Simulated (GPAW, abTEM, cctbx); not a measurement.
# Cu2AgBr6N: the scripts behind a bonding study

Short scripts, each with its output. The cell comes from substitution in a known structure type and wasn't matched to any measured phase.

### 1. Relax the structure

```text
cell
1.0
     0.000000000    5.043000000    5.043000000
     5.043000000    0.000000000    5.043000000
     5.043000000    5.043000000    0.000000000
Ag Br Cu N
1 6 2 1
Direct
0.500000000 0.500000000 0.500000000
0.750900000 0.750900000 0.249100000
0.750900000 0.249100000 0.750900000
0.249100000 0.750900000 0.249100000
0.249100000 0.750900000 0.750900000
0.249100000 0.249100000 0.750900000
0.750900000 0.249100000 0.249100000
0.250000000 0.250000000 0.250000000
0.750000000 0.750000000 0.750000000
0.000000000 0.000000000 0.000000000
```

```python
from ase.constraints import FixSymmetry
from ase.filters import FrechetCellFilter
from ase.io import read, write
from ase.optimize import BFGS
from ase.parallel import parprint
from gpaw import GPAW, PW, FermiDirac

atoms = read("start.vasp")
atoms.set_constraint(FixSymmetry(atoms))
atoms.calc = GPAW(mode=PW(900), xc="PBE", kpts={"size": (3, 3, 3), "gamma": True},
                 occupations=FermiDirac(0.05), maxiter=120, symmetry={"tolerance": 1e-5}, txt="relax.txt")
BFGS(FrechetCellFilter(atoms), maxstep=0.15).run(fmax=0.03, steps=40)
parprint("cell  %.4f %.4f %.4f  %.2f %.2f %.2f" % tuple(atoms.cell.cellpar()))
parprint("volume %.3f A^3, largest force %.3f eV/A, largest stress %.2f GPa" % (atoms.get_volume(), abs(atoms.get_forces()).max(), 160.218 * abs(atoms.get_stress()).max()))
atoms.set_constraint()
write("relaxed.vasp", atoms, direct=True)
```

```console
$ OMP_NUM_THREADS=1 mpirun -n 4 gpaw python run.py > gpaw.log
```

```text
      Step        Energy          fmax
BFGS:    0      -21.031051        1.089129
BFGS:    1      -21.124310        0.907655
BFGS:    2      -21.350006        0.125069
BFGS:    3      -21.352008        0.120281
BFGS:    4      -21.352841        0.115104
BFGS:    5      -21.356139        0.086158
BFGS:    6      -21.359527        0.088092
BFGS:    7      -21.362599        0.054387
BFGS:    8      -21.363345        0.011955
cell  7.0731 7.0731 7.0731  60.00 60.00 60.00
volume 250.215 A^3, largest force 0.012 eV/A, largest stress 0.03 GPa
```

Time: 4.1 min on 4 cores of Intel(R) Xeon(R) 6975P-C (Granite Rapids) (shared host), peak memory 2.2 GiB.

### 2. Build the all-electron density and subtract free atoms

```text
cell
1.0
     0.000000000    5.001432935    5.001432935
     5.001432935    0.000000000    5.001432935
     5.001432935    5.001432935    0.000000000
Ag Br Cu N
1 6 2 1
Direct
0.500000000 0.500000000 0.500000000
0.760855020 0.760855020 0.239144980
0.760855020 0.239144980 0.760855020
0.239144980 0.760855020 0.239144980
0.239144980 0.760855020 0.760855020
0.239144980 0.239144980 0.760855020
0.760855020 0.239144980 0.239144980
0.250000000 0.250000000 0.250000000
0.750000000 0.750000000 0.750000000
0.000000000 0.000000000 0.000000000
```

```python
import numpy as np
from ase.io import read
from ase.units import Bohr
from gpaw import GPAW, PW, FermiDirac
from gpaw.calculator import GPAW as OldGPAW
from gpaw.mpi import serial_comm, world
from scipy.special import erfc
from scipy.spatial import cKDTree

atoms = read("cell.vasp")
atoms.calc = GPAW(mode=PW(550), xc="PBE", kpts={"size": (3, 3, 3), "gamma": True},
                 occupations=FermiDirac(0.05), maxiter=120, symmetry={"tolerance": 1e-5}, txt="scf.txt")
atoms.get_potential_energy()
rho = atoms.calc.get_all_electron_density(gridrefinement=2)
moments = atoms.get_magnetic_moments() if atoms.calc.get_number_of_spins() == 2 else np.zeros(len(atoms))
total = atoms.get_magnetic_moment() if moments.any() else 0.0
if world.rank == 0:
    free = OldGPAW(mode=PW(550), xc="PBE", txt=None, communicator=serial_comm)
    neutral = atoms.copy()
    neutral.set_initial_magnetic_moments(None)
    free.initialize(neutral)
    free.set_positions(neutral)
    drho = rho - free.get_all_electron_density(gridrefinement=2)
    # GPAW starts from confined atoms: exchange their smooth part for that of the datasets' free atoms
    h = np.stack(np.meshgrid(*[np.fft.fftfreq(n, 1 / n) for n in drho.shape], indexing="ij"), -1)
    gabs = np.linalg.norm(h @ atoms.cell.reciprocal(), axis=-1)
    tails = np.fft.fftn(free.get_pseudo_density(gridrefinement=2))
    g, form, v0 = np.linspace(0, gabs.max(), 1500), {}, 0
    for e in set(atoms.symbols):
        idx = atoms.symbols.search(e)
        d = free.setups[idx[0]].data
        r, w = d.rgd.r_g * Bohr, d.rgd.r_g**2 * d.rgd.dr_g
        j0 = np.sinc(2 * g[:, None] * r)
        smooth = sum(f * p**2 for f, p in zip(d.f_j, d.phit_jg)) + np.sqrt(4 * np.pi) * d.nct_g
        full = sum(f * p**2 for f, p in zip(d.f_j, d.phi_jg)) + np.sqrt(4 * np.pi) * d.nc_g
        phase = sum(np.exp(-2j * np.pi * h @ s) for s in atoms.get_scaled_positions()[idx])
        tails -= np.interp(gabs, g, j0 @ (smooth * w)) * phase * drho.size / atoms.get_volume()
        form[e] = j0 @ (full * w)
        v0 += 2 * np.pi / 3 * 14.3996 * (full * w * r**2).sum() * len(idx)  # V A^3
    tails *= 0.5 * erfc((gabs - 1.8) / 0.25)  # the tails differ at long wavelengths alone
    drho += np.fft.ifftn(tails).real  # crystal minus superposed spherical free atoms
    np.save("drho.npy", drho)
    dv = atoms.get_volume() / drho.size
    print("grid", drho.shape, " electrons %.3f" % (rho.sum() * dv), " moved by bonding %.3f e" % (abs(drho).sum() * dv / 2))
    pts = np.indices(drho.shape).reshape(3, -1).T / drho.shape @ atoms.cell
    shifts = (np.indices((3, 3, 3)).reshape(3, -1).T - 1) @ atoms.cell
    images = (atoms.positions[None] + shifts[:, None]).reshape(-1, 3)
    dist, idx = cKDTree(images).query(pts, k=4)
    out = drho.ravel()[dist[:, 0] > 0.5]
    print("deformation density beyond 0.5 A of the nuclei: max %.3f, min %.3f e/A^3" % (out.max(), out.min()))
    tie = dist < dist[:, :1] + 1e-4
    q = -np.bincount((idx % len(atoms))[tie], (drho.ravel()[:, None] / tie.sum(1, keepdims=True) * tie)[tie], len(atoms)) * dv
    print("atom        x       y       z   Voronoi charge  moment")
    for a, s, c, m in zip(atoms, atoms.get_scaled_positions(), q, moments):
        print("%-2s%-3d %7.4f %7.4f %7.4f %10.3f %10.2f" % (a.symbol, a.index + 1, *s, c, m))
    np.savez("free.npz", g=g, **form)
    print("mean inner potential of superposed free atoms %.3f V" % (v0 / atoms.get_volume()))
    print("total magnetic moment %.3f muB" % total)
```

```console
$ OMP_NUM_THREADS=1 mpirun -n 4 gpaw python run.py > gpaw.log
```

```text
grid (80, 80, 80)  electrons 322.000  moved by bonding 1.669 e
deformation density beyond 0.5 A of the nuclei: max 0.119, min -0.339 e/A^3
atom        x       y       z   Voronoi charge  moment
Ag1    0.5000  0.5000  0.5000      0.224       0.00
Br2    0.7609  0.7609  0.2391     -0.145       0.00
Br3    0.7609  0.2391  0.7609     -0.145       0.00
Br4    0.2391  0.7609  0.2391     -0.145       0.00
Br5    0.2391  0.7609  0.7609     -0.145       0.00
Br6    0.2391  0.2391  0.7609     -0.145       0.00
Br7    0.7609  0.2391  0.2391     -0.145       0.00
Cu8    0.2500  0.2500  0.2500      0.360       0.00
Cu9    0.7500  0.7500  0.7500      0.360       0.00
N 10   0.0000  0.0000  0.0000     -0.072       0.00
mean inner potential of superposed free atoms 12.345 V
total magnetic moment 0.000 muB
```

Time: 25 s.

### 3. Fourier-transform the difference

```python
from cctbx import adptbx, crystal, miller, xray
from cctbx.eltbx import tiny_pse
import numpy as np

cs = crystal.symmetry(unit_cell=(10.0029, 10.0029, 10.0029, 90, 90, 90), space_group_symbol='Hall: -F 4 2 3')  # Fm-3m
atoms = [  # label, site, U (iso, or U11 U22 U33 U12 U13 U23 in A^2), occupancy
    ("Ag1", (0.5, 0, 0), 0.0000, 1),
    ("Br1", (0, 0, 0.76086), 0.0000, 1),
    ("Cu1", (0.25, 0.75, 0.75), 0.0000, 1),
    ("N1", (0, 0, 0), 0.0000, 1),
]
xs = xray.structure(crystal_symmetry=cs)
for label, site, u, occ in atoms:
    u = adptbx.u_cif_as_u_star(cs.unit_cell(), u) if isinstance(u, tuple) else u
    xs.add_scatterer(xray.scatterer(label, site=site, u=u, occupancy=occ))
xs.scattering_type_registry(table="wk1995")
drho = np.load("drho.npy")
T = np.array([[-1, 1, 1], [1, -1, 1], [1, 1, -1]])  # conventional axes in terms of the primitive ones
dF = np.fft.ifftn(drho) * 1000.86001  # electrons a conventional cell, indexed by primitive hkl
ms = miller.build_set(cs, anomalous_flag=False, d_min=0.9).sort("resolution")
iam = ms.structure_factors_from_scatterers(xs, algorithm="direct").f_calc()
p1 = xs.expand_to_p1()
z = np.array([tiny_pse.table(sc.scattering_type).atomic_number() for sc in p1.scatterers()])
x = np.array(p1.sites_frac())
free = np.load("free.npz")
print("static structure factors of the conventional cell: F in electrons, V (Mott-Bethe) in volts")
print("   h  k  l      d  |F| table  |F| free   |F| DFT   change   |V| free  |V| DFT  change %")
for h, d, table in list(zip(ms.indices(), ms.d_spacings().data(), iam.data()))[:16]:
    df = dF[tuple(np.rint(np.linalg.solve(T, h)).astype(int))]
    phase = np.exp(2j * np.pi * x @ h)
    f = sum(np.interp(1 / d, free["g"], free[sc.scattering_type]) * p for sc, p in zip(p1.scatterers(), phase))
    fz = (z * phase).sum()
    c = 14.3996 * d * d / (np.pi * cs.unit_cell().volume())
    v0, v1 = abs(fz - f) * c, abs(fz - f - df) * c
    print("%4d%3d%3d %7.4f %9.3f %9.3f %9.3f %8.3f %9.3f %8.3f %8s" % (h + (d, abs(table), abs(f), abs(f + df), abs(f + df) - abs(f), v0, v1, "%.1f" % (100 * (v1 / v0 - 1)) if v0 > 0.02 else "-")))
```

```console
$ python run.py
```

```text
static structure factors of the conventional cell: F in electrons, V (Mott-Bethe) in volts
   h  k  l      d  |F| table  |F| free   |F| DFT   change   |V| free  |V| DFT  change %
   1  1  1  5.7752    99.009    99.133    98.620   -0.513     0.549    0.627     14.3
   0  2  0  5.0015   245.948   246.076   247.109    1.034     2.352    2.233     -5.0
   0  2  2  3.5366   154.586   153.573   150.946   -2.628     1.125    1.275     13.4
   1  3  1  3.0160   156.091   155.969   155.230   -0.739     0.948    0.979      3.2
   2  2  2  2.8876   706.153   705.993   706.402    0.409     5.430    5.414     -0.3
   0  4  0  2.5007  1016.868  1015.798  1015.676   -0.122     7.499    7.502      0.0
   1  3  3  2.2948   204.181   203.992   203.215   -0.777     1.224    1.243      1.5
   0  4  2  2.2367   190.237   191.329   191.417    0.088     1.487    1.485     -0.1
   2  4  2  2.0418   121.914   120.240   121.622    1.382     0.813    0.787     -3.2
   3  3  3  1.9251   247.126   246.929   246.353   -0.577     1.423    1.432      0.7
   1  5  1  1.9251    28.470    28.253    27.808   -0.445     0.002    0.005        -
   0  4  4  1.7683   883.421   881.863   881.512   -0.351     5.519    5.524      0.1
   1  5  3  1.6908    79.195    79.072    78.834   -0.238     0.328    0.331      0.9
   2  4  4  1.6672   162.123   162.984   162.463   -0.522     1.055    1.062      0.6
   0  6  0  1.6671   190.264   191.109   188.390   -2.719     1.222    1.257      2.8
   0  6  2  1.5816   123.403   122.485   122.135   -0.350     0.816    0.820      0.5
```

Time: 0.28 s on 1 core of Intel(R) Xeon(R) 6975P-C (Granite Rapids) (shared host), peak memory 0.09 GiB.

### 4. Rock the beam across one reflection

```python
import abtem
import numpy as np
from ase.build import make_supercell
from ase.io import read

abtem.config.set({"dask.lazy": False, "fft": "fftw", "diagnostics.progress_bar": False})
M = [[1, -1, 1], [1, -1, -1], [1, 1, -1]]  # rows: x, y and beam direction in the primitive cell's axes
unit = make_supercell(read("cell.vasp"), M)
unit.set_cell(list(unit.cell.lengths()) + [90, 90, 90], scale_atoms=True)
unit.positions[:, 2] += 0.6252  # keeps atomic planes off the slice boundaries
unit.wrap()
slab = unit * (1, 1, 72)
print(slab.get_chemical_formula(), "| box %.2f x %.2f x %.2f A" % tuple(slab.cell.lengths()))

# change of the potential by bonding, from the DFT deformation density (Poisson's equation term by term)
drho = np.load("drho.npy")
prim = read("cell.vasp")
h = np.stack(np.meshgrid(*[np.fft.fftfreq(n, 1 / n) for n in drho.shape], indexing="ij"), -1).reshape(-1, 3).astype(int)
g2 = ((h @ prim.cell.reciprocal()) ** 2).sum(1)
keep = (g2 > 0) & (g2 < 2.5**2)
shape = (223, 223, 56)
vg = np.zeros(shape, complex)
hm = h[keep] @ np.array(M).T
move = np.exp(-2j * np.pi * hm[:, 2] * (0.6252 / unit.cell[2, 2] - 0.5 / shape[2]))  # the same shift, sampled at mid-points
vg[tuple(hm.T % np.array(shape)[:, None])] = -14.3996 / np.pi * (np.fft.fftn(drho).ravel() / drho.size)[keep] / g2[keep] * move
dV = np.fft.ifftn(vg).real * vg.size
dV = dV.reshape(223, 223, 8, 7).mean(3) * unit.cell[2, 2] / 8  # V A, projected in each slice
dV = np.tile(dV.transpose(2, 0, 1), (72, 1, 1))


def build(atoms):
    p = abtem.Potential(atoms, gpts=(223, 223), slice_thickness=[slab.cell[2, 2] / 576] * 576,
                        parametrization="lobato", projection="infinite", exit_planes=144).build()
    p.array[:] += BONDING * dV
    return p


def potentials():
    yield build(slab)  # atoms at rest


for label, BONDING in (("IAM", 0.0), ("DFT", 1.0)):
    print("=====", label)
    potential = build(slab)
    print("grid", potential.gpts, "slices", potential.num_slices)
    thickness = potential.exit_thicknesses
    h = np.array(M) @ np.linalg.solve(np.array([[-1, 1, 1], [1, -1, 1], [1, 1, -1]]), [2, 0, 0])
    ix, iy = round(h[0]) * 1, round(h[1]) * 1
    gxy = h[:2] / unit.cell.lengths()[:2]
    along = gxy / np.hypot(*gxy)
    across = np.array([-along[1], along[0]])
    bragg = 500 * abtem.PlaneWave(energy=200000).wavelength * np.hypot(*gxy)
    print("Bragg angle %.3f mrad; beam tilted 55 mrad off the zone axis across the row" % bragg)
    print("dark-field intensity of 2 0 0 against tilt along the row, in Bragg angles")
    print("  t (A)" + "".join("%8.2f" % s for s in [0.2, 0.4, 0.6, 0.8, 1.0, 1.2, 1.4, 1.6, 1.8, 2.0, 2.2, 2.4, 2.6]))
    rows = []
    row = [(n * ix, n * iy) for n in range(-8, 9)]
    for s in [0.2, 0.4, 0.6, 0.8, 1.0, 1.2, 1.4, 1.6, 1.8, 2.0, 2.2, 2.4, 2.6]:
        tilt = -s * bragg * along + 55 * across
        dp = abtem.PlaneWave(energy=200000, tilt=tuple(tilt)).multislice(potential).diffraction_patterns(max_angle="valid").array
        rows.append(dp[:, dp.shape[1] // 2 + ix, dp.shape[2] // 2 + iy])
        if s == 1.0:
            cx, cy = dp.shape[1] // 2, dp.shape[2] // 2
            share = sum(dp[:, cx + i, cy + j] for i, j in row if abs(i) < cx and abs(j) < cy) / dp.sum(axis=(1, 2))
            total = dp.sum(axis=(1, 2))
    for t, a in list(zip(thickness, np.array(rows).T))[1:]:
        print("%7.1f" % t + "".join("%8.4f" % v for v in a))
    print("at the Bragg tilt, share in the row:", share[1:].round(3).tolist(), "total:", total[1:].round(3).tolist())
```

```console
$ python run.py
```

```text
Ag288Br1728Cu576N288 | box 10.00 x 10.00 x 720.21 A
===== IAM
grid (223, 223) slices 576
Bragg angle 2.507 mrad; beam tilted 55 mrad off the zone axis across the row
dark-field intensity of 2 0 0 against tilt along the row, in Bragg angles
  t (A)    0.20    0.40    0.60    0.80    1.00    1.20    1.40    1.60    1.80    2.00    2.20    2.40    2.60
  180.1  0.1156  0.1220  0.1257  0.1276  0.1284  0.1278  0.1261  0.1225  0.1162  0.1076  0.0972  0.0854  0.0727
  360.1  0.2589  0.2953  0.2951  0.2801  0.2750  0.2802  0.2954  0.2951  0.2581  0.2074  0.1623  0.1242  0.0907
  540.2  0.1576  0.1332  0.1116  0.0720  0.0463  0.0723  0.1119  0.1329  0.1575  0.1775  0.1706  0.1438  0.1094
  720.2  0.1150  0.0660  0.1061  0.0534  0.0176  0.0541  0.1062  0.0651  0.1149  0.1110  0.0516  0.0059  0.0096
at the Bragg tilt, share in the row: [0.7799999713897705, 0.6539999842643738, 0.5720000267028809, 0.5040000081062317] total: [0.9950000047683716, 0.9879999756813049, 0.9810000061988831, 0.9750000238418579]
===== DFT
grid (223, 223) slices 576
Bragg angle 2.507 mrad; beam tilted 55 mrad off the zone axis across the row
dark-field intensity of 2 0 0 against tilt along the row, in Bragg angles
  t (A)    0.20    0.40    0.60    0.80    1.00    1.20    1.40    1.60    1.80    2.00    2.20    2.40    2.60
  180.1  0.1090  0.1149  0.1183  0.1200  0.1207  0.1202  0.1186  0.1154  0.1097  0.1017  0.0920  0.0810  0.0692
  360.1  0.2500  0.2857  0.2864  0.2732  0.2689  0.2733  0.2867  0.2853  0.2492  0.2008  0.1582  0.1219  0.0889
  540.2  0.1678  0.1458  0.1234  0.0824  0.0553  0.0828  0.1238  0.1456  0.1677  0.1841  0.1758  0.1473  0.1099
  720.2  0.1261  0.0751  0.1150  0.0579  0.0211  0.0586  0.1150  0.0740  0.1260  0.1278  0.0620  0.0119  0.0162
at the Bragg tilt, share in the row: [0.781000018119812, 0.6539999842643738, 0.5699999928474426, 0.5019999742507935] total: [0.9950000047683716, 0.9879999756813049, 0.9819999933242798, 0.9750000238418579]
```

Time: 1.7 min.

[Outputs are excerpts: Python notices, other lines and further rows are left out; steps that failed or that the build refused (PBEsol, TPSS) are not shown.]

[Logs are printed without paths, hosts, clocks, repeated set-up lines and the standing remarks that a program may print on its own settings, such as how far it seeks lower states.]
